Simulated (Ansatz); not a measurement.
# Mo (Im-3m, 1 atom in the cell): converging a phonon calculation, part 2 of 3

How do the frequencies of Mo (Im-3m, 1 atom in the cell) move with q mesh, k mesh and cutoff?

Ansatz 0.2.0; DFT PBEsol, scalar-relativistic, plane waves, PAW.

So far, highest frequency on the path or at a solved wavevector (cm⁻¹): 269 in steps 3, 4 and 6. The relaxed cell has a = 3.130 Å (conventional setting).

**7. Side by side**

Times are for 4 threads of Arm Neoverse V2, shared host. Results by setting:

```
no.  q mesh    k-mesh  mean frequency (cm⁻¹)  lowest frequency on the path (cm⁻¹)    time  memory (GiB)
  1   2×2×2  20×20×20                  191.6                                    0    16 s           1.1
  2   3×3×3  21×21×21                  195.5                                    0    52 s           2.1
  3   6×6×6  24×24×24                  193.1                                    0  12 min           3.9
```

The runs together. Table of phonon density of states by wavenumber; read off at these points; values in 1/cm⁻¹/cell:

```
wavenumber (cm⁻¹)  2×2×2, 20×20×20  3×3×3, 21×21×21  6×6×6, 24×24×24
                2                0                0                0
               12           2.0e-5           3.0e-5           5.0e-5
               22           1.1e-4           1.5e-4           1.9e-4
               28           1.6e-4           2.3e-4           3.0e-4
               38           3.4e-4           4.4e-4           5.0e-4
               48           5.5e-4           7.2e-4           7.6e-4
               58           8.5e-4          0.00106          0.00106
               68          0.00119          0.00148          0.00143
               78          0.00164          0.00198          0.00184
               82          0.00192          0.00227          0.00208
               92          0.00253          0.00291           0.0026
              102          0.00333          0.00368          0.00322
              112          0.00432          0.00459          0.00398
              122          0.00562          0.00569          0.00493
              132          0.00736          0.00703          0.00624
              138          0.00852          0.00782          0.00712
              148           0.0117          0.00973          0.00971
              158           0.0175           0.0123           0.0226
              168           0.0350           0.0160           0.0258
              172           0.0436           0.0187           0.0268
              178           0.0286           0.0228           0.0299
              188           0.0262           0.0309           0.0246
              192           0.0267           0.0336           0.0266
              202           0.0215           0.0352           0.0291
              212           0.0173           0.0244           0.0201
              222            0.017           0.0136           0.0145
              232           0.0198           0.0143           0.0165
              242           0.0181           0.0229           0.0264
              248           0.0176           0.0473           0.0329
              258           0.0227           0.0135          0.00989
              268          0.00547                -           0.0019
```

The runs together, line C_V. The C_V by temperature; values in J/mol-atom/K:

```
temperature (K)  2×2×2, 20×20×20  3×3×3, 21×21×21  6×6×6, 24×24×24
              0                0                0                0
             50             3.94             3.75             3.87
            100             13.8             13.5             13.7
            150             18.9             18.6             18.8
            200             21.2             21.1             21.2
            250             22.5             22.4             22.4
            300             23.2             23.1             23.2
            350             23.6             23.6             23.6
            400             23.9             23.9             23.9
            450             24.1             24.1             24.1
            500             24.3             24.3             24.3
            550             24.4             24.4             24.4
            600             24.5             24.5             24.5
            650             24.6             24.5             24.5
            700             24.6             24.6             24.6
            750             24.6             24.6             24.6
            800             24.7             24.7             24.7
            850             24.7             24.7             24.7
            900             24.7             24.7             24.7
            950             24.8             24.8             24.8
           1000             24.8             24.8             24.8
```

**8. Another k mesh, k-mesh 6×6×6, q mesh 2×2×2**

The k mesh is changed to 6×6×6 on a small fixed q mesh, to find the coarsest that serves.

input.yaml

```yaml
crystal:
  lattice:
    - [-1.5649913637, 1.5649913637, 1.5649913637]
    - [1.5649913637, -1.5649913637, 1.5649913637]
    - [1.5649913637, 1.5649913637, -1.5649913637]
  atoms:
    - { symbol: Mo, position: [0.0, 0.0, 0.0] }
kpoints:
  mp_grid: { grid: [6, 6, 6] }
hamiltonian:
  xc: pbesol
scf:
  occupations: { method: methfessel_paxton, width: 0.2 }
output:
  eigenvalues: true
phonons:
  method: dfpt
  qmesh: [2, 2, 2]
  temperatures: { t_max: 1000, t_step: 50 }
  qpath:
    path:
      - [[0.0, 0.0, 0.0], [0.5, -0.5, 0.5], [0.0, 0.0, 0.5], [0.0, 0.0, 0.0], [0.25, 0.25, 0.25], [0.5, -0.5, 0.5]]
      - [[0.25, 0.25, 0.25], [0.0, 0.0, 0.5]]
    npoints: 10
```

Started as:

```
> ansatz run input.yaml --threads 4 --pin off --max-ram 7168MiB --backend cpu --events-out ev --progress --plain --runs-dir out
```

Numbers of over 12 decimals in the logs are rounded to 6 here.

The log of the run:

```text
[...]
Crystal: 1 atoms, lattice volume = 15.332 Å³
Basis set: ecut = 420 eV, 321 PW (Γ), exchange–correlation on 40×40×40 points (8 copies of the dense FFT grid, shifted against one another)
Bands: 11, of which v1, the nominal top of the filled ones, is band 7 counted from 1 (6 counted from 0)
Symmetry: 48 space group operations
k-points: 16 of 216
[...]
SCF iter   1: F=—  HF=-4897.536306 eV  |F-HF|=—  |Δ(HF+E_count)|=         —  Δρ=6.88e-3  dr2=5.35e-3  ethr=1.77e-3  ⟨swp⟩=4.8  Hψ=959  notcnv=0
[...]
SCF iter   7: F=-4897.534446 eV  HF=-4897.534446 eV  |F-HF|=1.82e-12  |Δ(HF+E_count)|=  1.09e-11  S|Δr|=    0.00e0  Δρ=3.32e-8  dr2=1.31e-13  ethr=1.00e-12  ⟨swp⟩=5.1  Hψ=633  notcnv=0
SCF 1 converged in 7 iterations: F = -4897.534446 eV  dr2 = 1.31e-13
[...]
SCF converged after 7 iterations
[...]
Free energy (F): -4897.534446 eV
[...]
Internal energy: -4897.538882 eV  (E = F + TS)
E sigma→0 (E₀):  -4897.535555 eV
Entropy (-TS):   0.004436 eV (4.436 meV/atom)
Fermi energy:    21.456244 eV
[...]
--- Band table (eV; the first three rows and the last of 16) ---
  k-point 0: bands = [... 3 lower, -13.0020, 14.1134, 20.0356, 20.0356, 20.0356, 23.1188, 23.1188, 36.1416]
  k-point 1: bands = [... 3 lower, -13.0052, 15.2407, 19.4136, 19.8491, 21.1925, 22.5307, 23.1656, 36.7061]
  k-point 2: bands = [... 3 lower, -13.0120, 16.3118, 18.3821, 20.7415, 22.9281, 23.4919, 24.1483, 34.9156]
  k-point 15: bands = [... 3 lower, -14.0303, 15.8315, 15.8315, 25.5526, 25.5526, 25.5526, 30.6048, 30.6048]
[...]
ASR residual: 3.362e-5 → 0.000e0 eV/Å²; symmetrization residual: 3.790e-13 eV/Å²
  ASR residual per site (eV/Å²): 3.36e-5
  Γ frequencies (cm⁻¹): 0.00 0.00 0.00
--- Phonons (arbitrary-q DFPT): 3 irreducible q on the 2×2×2 mesh ---
[...]
interpolated dispersion: 62 rows × 3 modes
[...]
```

Wall time 1.2 s (4 threads of Arm Neoverse V2, shared host); peak memory 0.33 GiB.

The run finished; it serves as a test, and its numbers are not taken as the result.

**9. Another k mesh, k-mesh 10×10×10, q mesh 2×2×2**

The k mesh is changed to 10×10×10 on a small fixed q mesh, to find the coarsest that serves.

Changes to input.yaml since step 8:

```diff
@@ -8,3 +8,3 @@
 kpoints:
-  mp_grid: { grid: [6, 6, 6] }
+  mp_grid: { grid: [10, 10, 10] }
 hamiltonian:
```

The log of the run:

```text
[...]
Crystal: 1 atoms, lattice volume = 15.332 Å³
Basis set: ecut = 420 eV, 321 PW (Γ), exchange–correlation on 40×40×40 points (8 copies of the dense FFT grid, shifted against one another)
Bands: 11, of which v1, the nominal top of the filled ones, is band 7 counted from 1 (6 counted from 0)
Symmetry: 48 space group operations
k-points: 47 of 1000
[...]
SCF iter   1: F=—  HF=-4897.455351 eV  |F-HF|=—  |Δ(HF+E_count)|=         —  Δρ=5.89e-3  dr2=2.69e-3  ethr=1.77e-3  ⟨swp⟩=4.9  Hψ=2801  notcnv=0
[...]
SCF iter   7: F=-4897.454624 eV  HF=-4897.454624 eV  |F-HF|=1.82e-12  |Δ(HF+E_count)|=  5.46e-12  S|Δr|=    0.00e0  Δρ=6.72e-8  dr2=3.76e-13  ethr=1.00e-12  ⟨swp⟩=4.2  Hψ=2271  notcnv=0
SCF 1 converged in 7 iterations: F = -4897.454624 eV  dr2 = 3.76e-13
[...]
SCF converged after 7 iterations
[...]
Free energy (F): -4897.454624 eV
[...]
Internal energy: -4897.453688 eV  (E = F + TS)
E sigma→0 (E₀):  -4897.454390 eV
Entropy (-TS):   -0.000936 eV (-0.936 meV/atom)
Fermi energy:    21.569868 eV
[...]
--- Band table (eV; the first three rows and the last of 47) ---
  k-point 0: bands = [... 3 lower, -12.9610, 14.1143, 20.0586, 20.0586, 20.0586, 23.1435, 23.1435, 36.1401]
  k-point 1: bands = [... 3 lower, -12.9623, 14.5567, 19.8095, 20.0054, 20.4842, 22.8123, 23.1529, 36.4504]
  k-point 2: bands = [... 3 lower, -12.9655, 15.6253, 19.2187, 19.8028, 21.7019, 22.5230, 23.2274, 36.6532]
  k-point 46: bands = [... 3 lower, -13.9914, 15.8423, 15.8423, 25.5837, 25.5837, 25.5837, 30.6098, 30.6098]
[...]
ASR residual: 5.714e-5 → 0.000e0 eV/Å²; symmetrization residual: 6.063e-13 eV/Å²
  ASR residual per site (eV/Å²): 5.71e-5
  Γ frequencies (cm⁻¹): 0.00 0.00 0.00
--- Phonons (arbitrary-q DFPT): 3 irreducible q on the 2×2×2 mesh ---
[...]
interpolated dispersion: 62 rows × 3 modes
[...]
zero-point energy: 0.029376 eV/cell   skipped modes (ω ≤ 0): 107, of them read as no rigid motion or as one in doubt: 104 (1.175e-1 modes/cell left out, lowest -114.85 cm⁻¹)   left out of the sums: 3.92e-2 of the cell's modes: C_V's classical limit lies that fraction below 3 k_B per atom; for a crystal, a wire or a layer, F and S can be off by more, and a phonons.interpolated_qmesh denser along its periods is the remedy for the sampling
```

Run time: 2.8 s. Hardware: 4 threads; peak memory 0.39 GiB; 9.4 s of CPU time.

The run finished; it serves as a test, and its numbers are not taken as the result.

**10. Another k mesh, k-mesh 16×16×16, q mesh 2×2×2**

The k mesh is changed to 16×16×16 on a small fixed q mesh, to find the coarsest that serves.

Changes to input.yaml since step 9:

```diff
@@ -8,3 +8,3 @@
 kpoints:
-  mp_grid: { grid: [10, 10, 10] }
+  mp_grid: { grid: [16, 16, 16] }
 hamiltonian:
```

The log of the run:

```text
[...]
Crystal: 1 atoms, lattice volume = 15.332 Å³
Basis set: ecut = 420 eV, 321 PW (Γ), exchange–correlation on 40×40×40 points (8 copies of the dense FFT grid, shifted against one another)
Bands: 11, of which v1, the nominal top of the filled ones, is band 7 counted from 1 (6 counted from 0)
Symmetry: 48 space group operations
k-points: 145 of 4096
[...]
k-point 144: bands = [... 3 lower, -14.0069, 15.8371, 15.8371, 25.5724, 25.5724, 25.5724, 30.6082, 30.6082]
[...]
ASR residual: 5.035e-5 → 0.000e0 eV/Å²; symmetrization residual: 3.411e-13 eV/Å²
  ASR residual per site (eV/Å²): 5.03e-5
  Γ frequencies (cm⁻¹): 0.00 0.00 0.00
--- Phonons (arbitrary-q DFPT): 3 irreducible q on the 2×2×2 mesh ---
[...]
interpolated dispersion: 62 rows × 3 modes
[...]
[key lines of the parts left out:]
SCF converged after 7 iterations
Free energy (F): -4897.474377 eV
Fermi energy:    21.450960 eV
```

The job ended after 8.5 s (4 threads; peak memory 0.7 GiB; 30 s of CPU time).

Frequencies (cm⁻¹) solved at each irreducible wavevector; negative means imaginary. Frequencies by wavevector, by row:

```
q in reciprocal lattice units  star  mode 1  mode 2  mode 3
                        0 0 0     1       0       0       0
                     0 0 -0.5     6   157.9   200.7   268.7
               -0.5 -0.5 -0.5     1   187.4   187.4   187.4
```

Against step 4 (now k-mesh 16×16×16), the highest frequency on the path or at a solved wavevector stays at 269 cm⁻¹ and the lowest mode on the q mesh (acoustic modes at Γ apart) goes from 164 cm⁻¹ to 158 cm⁻¹.

**11. Another k mesh, q mesh 2×2×2**

The k mesh is changed to 20×20×20 on a small fixed q mesh, to find the coarsest that serves.

Changes to input.yaml since step 10:

```diff
@@ -8,3 +8,3 @@
 kpoints:
-  mp_grid: { grid: [16, 16, 16] }
+  mp_grid: { grid: [20, 20, 20] }
 hamiltonian:
```

The log of the run:

```text
[...]
Crystal: 1 atoms, lattice volume = 15.332 Å³
Basis set: ecut = 420 eV, 321 PW (Γ), exchange–correlation on 40×40×40 points (8 copies of the dense FFT grid, shifted against one another)
Bands: 11, of which v1, the nominal top of the filled ones, is band 7 counted from 1 (6 counted from 0)
Symmetry: 48 space group operations
k-points: 256 of 8000
[...]
k-point 255: bands = [... 3 lower, -14.0177, 15.8348, 15.8348, 25.5627, 25.5627, 25.5627, 30.6064, 30.6064]
[...]
ASR residual: 4.773e-5 → 0.000e0 eV/Å²; symmetrization residual: 4.926e-13 eV/Å²
  ASR residual per site (eV/Å²): 4.77e-5
  Γ frequencies (cm⁻¹): 0.00 0.00 0.00
--- Phonons (arbitrary-q DFPT): 3 irreducible q on the 2×2×2 mesh ---
[...]
interpolated dispersion: 62 rows × 3 modes
[...]
[key lines of the parts left out:]
SCF converged after 7 iterations
Free energy (F): -4897.471775 eV
Fermi energy:    21.468255 eV
```

The job ended after 16 s (4 threads; peak memory 1.1 GiB).

Frequencies (cm⁻¹) solved at each irreducible wavevector; negative means imaginary. Frequencies by wavevector, by row:

```
q in reciprocal lattice units  star  mode 1  mode 2  mode 3
                        0 0 0     1       0       0       0
                     0 0 -0.5     6   164.4   198.7   269.1
               -0.5 -0.5 -0.5     1   175.4   175.4   175.4
```

Against step 10 (now k-mesh 20×20×20), the lowest mode on the q mesh (acoustic modes at Γ apart) goes from 158 cm⁻¹ to 164 cm⁻¹.

**12. Another k mesh, k-mesh 30×30×30, q mesh 2×2×2**

The k mesh is changed to 30×30×30 on a small fixed q mesh, to find the coarsest that serves.

Changes to input.yaml since step 11:

```diff
@@ -8,3 +8,3 @@
 kpoints:
-  mp_grid: { grid: [20, 20, 20] }
+  mp_grid: { grid: [30, 30, 30] }
 hamiltonian:
```

The log of the run:

```text
[...]
Crystal: 1 atoms, lattice volume = 15.332 Å³
Basis set: ecut = 420 eV, 321 PW (Γ), exchange–correlation on 40×40×40 points (8 copies of the dense FFT grid, shifted against one another)
Bands: 11, of which v1, the nominal top of the filled ones, is band 7 counted from 1 (6 counted from 0)
Symmetry: 48 space group operations
k-points: 752 of 27000
[...]
k-point 751: bands = [... 3 lower, -14.0137, 15.8357, 15.8357, 25.5662, 25.5662, 25.5662, 30.6071, 30.6071]
[...]
ASR residual: 4.034e-5 → 0.000e0 eV/Å²; symmetrization residual: 3.790e-13 eV/Å²
  ASR residual per site (eV/Å²): 4.03e-5
  Γ frequencies (cm⁻¹): 0.00 0.00 0.00
--- Phonons (arbitrary-q DFPT): 3 irreducible q on the 2×2×2 mesh ---
[...]
interpolated dispersion: 62 rows × 3 modes
[...]
[key lines of the parts left out:]
SCF converged after 7 iterations
Free energy (F): -4897.470740 eV
Fermi energy:    21.455716 eV
```

Wall time 50 s (4 threads); peak memory 2.9 GiB.

Frequencies (cm⁻¹) solved at each irreducible wavevector; negative means imaginary. Frequencies by wavevector, by row:

```
q in reciprocal lattice units  star  mode 1  mode 2  mode 3
                        0 0 0     1       0       0       0
                     0 0 -0.5     6   145.6   199.3   270.8
               -0.5 -0.5 -0.5     1   171.8   171.8   171.8
```

Against step 4 (now k-mesh 30×30×30), the highest frequency on the path or at a solved wavevector goes from 269 to 271 cm⁻¹, the lowest mode on the q mesh (acoustic modes at Γ apart) goes from 164 cm⁻¹ to 146 cm⁻¹ and the mean frequency goes from 192 cm⁻¹ to 187 cm⁻¹.

**13. Comparing the runs**

Times are for 4 threads of Arm Neoverse V2, shared host. The series side by side:

```
no.    k-mesh  lowest mode on the q mesh (acoustic modes at Γ apart) (cm⁻¹)  highest frequency on the path or at a solved wavevector (cm⁻¹)   time  memory (GiB)
  1  16×16×16                                                         157.9                                                           268.7  8.5 s          0.70
  2  20×20×20                                                         164.4                                                           269.2   16 s           1.1
  3  30×30×30                                                         145.6                                                           270.8   50 s           2.9
```

The runs together. Table of phonon density of states by wavenumber; read off at these points; values in 1/cm⁻¹/cell:

```
wavenumber (cm⁻¹)  16×16×16  20×20×20  30×30×30
                2         0         0         0
               18    5.0e-5    5.0e-5    7.0e-5
               28    1.7e-4    1.6e-4    2.0e-4
               42    4.6e-4    4.3e-4    5.4e-4
               52    7.3e-4    6.8e-4    8.5e-4
               68   0.00127   0.00119   0.00147
               78   0.00175   0.00164   0.00206
               92   0.00268   0.00253   0.00321
              102   0.00351   0.00333   0.00425
              118   0.00519   0.00491   0.00646
              128   0.00677   0.00643   0.00867
              142    0.0104   0.00991    0.0153
              152    0.0149    0.0141    0.0225
              168    0.0253    0.0350    0.0307
              178    0.0330    0.0286    0.0225
              192    0.0280    0.0267    0.0240
              202    0.0253    0.0215    0.0199
              218    0.0161    0.0167    0.0146
              228    0.0163    0.0195    0.0153
              242    0.0205    0.0181    0.0192
              252    0.0256    0.0190    0.0237
              268   0.00376   0.00547   0.00657
```

The runs together, line C_V. C_V against temperature; values in J/mol-atom/K:

```
temperature (K)  16×16×16 = 20×20×20  30×30×30
              0                    0         0
             50                 3.95      4.34
            100                 13.8      14.2
            150                 18.8      19.1
            200                 21.2      21.4
            250                 22.5      22.6
            300                 23.2      23.2
            350                 23.6      23.7
            400                 23.9      24.0
            450                 24.1      24.2
            500                 24.3      24.3
            550                 24.4      24.4
            600                 24.5      24.5
            650                 24.6      24.6
            700                 24.6      24.6
            750                 24.6      24.7
            800                 24.7      24.7
            850                 24.7      24.7
            900                 24.7      24.7
            950                 24.8      24.8
           1000                 24.8      24.8
```

**14. Another cutoff, cutoff 170 eV, q mesh 2×2×2**

The cutoff is set to 170 eV on a small fixed q mesh.

Changes to input.yaml since step 12:

```diff
@@ -8,3 +8,3 @@
 kpoints:
-  mp_grid: { grid: [30, 30, 30] }
+  mp_grid: { grid: [20, 20, 20] }
 hamiltonian:
@@ -24 +24,3 @@
     npoints: 10
+basis:
+  ecutwfc: 170
```

The log of the run:

```text
Warning: basis.ecutwfc = 170 eV is below the records' recommended 420 eV, and the density's cutoff is lower with it unless basis.ecutrho_ratio is high enough to keep the records' density cutoff: compare with a run at a higher cutoff
[...]
Crystal: 1 atoms, lattice volume = 15.332 Å³
Basis set: ecut = 170 eV, 79 PW (Γ), exchange–correlation on 24×24×24 points (8 copies of the dense FFT grid, shifted against one another)
Bands: 11, of which v1, the nominal top of the filled ones, is band 7 counted from 1 (6 counted from 0)
Symmetry: 48 space group operations
k-points: 256 of 8000
[...]
SCF iter   1: F=—  HF=-4888.376257 eV  |F-HF|=—  |Δ(HF+E_count)|=         —  Δρ=1.45e-1  dr2=1.90e0  ethr=1.77e-3  ⟨swp⟩=4.5  Hψ=13966  notcnv=0
[...]
SCF iter   7: F=-4887.386443 eV  HF=-4887.386443 eV  |F-HF|=1.82e-12  |Δ(HF+E_count)|=  5.28e-11  S|Δr|=    0.00e0  Δρ=1.31e-7  dr2=7.73e-13  ethr=1.00e-12  ⟨swp⟩=5.3  Hψ=10587  notcnv=0
SCF 1 converged in 7 iterations: F = -4887.386443 eV  dr2 = 7.73e-13
[...]
SCF converged after 7 iterations
[...]
Free energy (F): -4887.386443 eV
[...]
Internal energy: -4887.385877 eV  (E = F + TS)
E sigma→0 (E₀):  -4887.386302 eV
Entropy (-TS):   -0.000566 eV (-0.566 meV/atom)
Fermi energy:    21.660291 eV
[...]
--- Band table (eV; the first three rows and the last of 256) ---
  k-point 0: bands = [... 3 lower, -14.3324, 14.1125, 20.3957, 20.3957, 20.3957, 22.7221, 22.7221, 36.6034]
  k-point 1: bands = [... 3 lower, -14.3302, 14.2311, 20.3332, 20.3820, 20.5026, 22.6395, 22.7301, 36.6836]
  k-point 2: bands = [... 3 lower, -14.3234, 14.5763, 20.1572, 20.3189, 20.8207, 22.4570, 22.7571, 36.8872]
  k-point 255: bands = [... 3 lower, -15.5100, 15.7718, 15.7718, 25.2174, 25.2174, 25.2174, 31.0826, 31.0826]
[...]
ASR residual: 3.342e-5 → 0.000e0 eV/Å²; symmetrization residual: 2.842e-14 eV/Å²
  ASR residual per site (eV/Å²): 3.34e-5
  Γ frequencies (cm⁻¹): 0.00 0.00 0.00
--- Phonons (arbitrary-q DFPT): 3 irreducible q on the 2×2×2 mesh ---
[...]
interpolated dispersion: 62 rows × 3 modes
[...]
```

Wall time 7.5 s (4 threads); peak memory 0.79 GiB.

The run finished; it serves as a test, and its numbers are not taken as the result.

[end of part 2 of 3]

[Logs are printed without paths, hosts, clocks, repeated set-up lines and the standing remarks that a program may print on its own settings, such as how far it seeks lower states.]

[Hosts, paths, dates, database ids (printed as entryN), source tags and the programs' standing remarks are cut or masked in the printed files.]
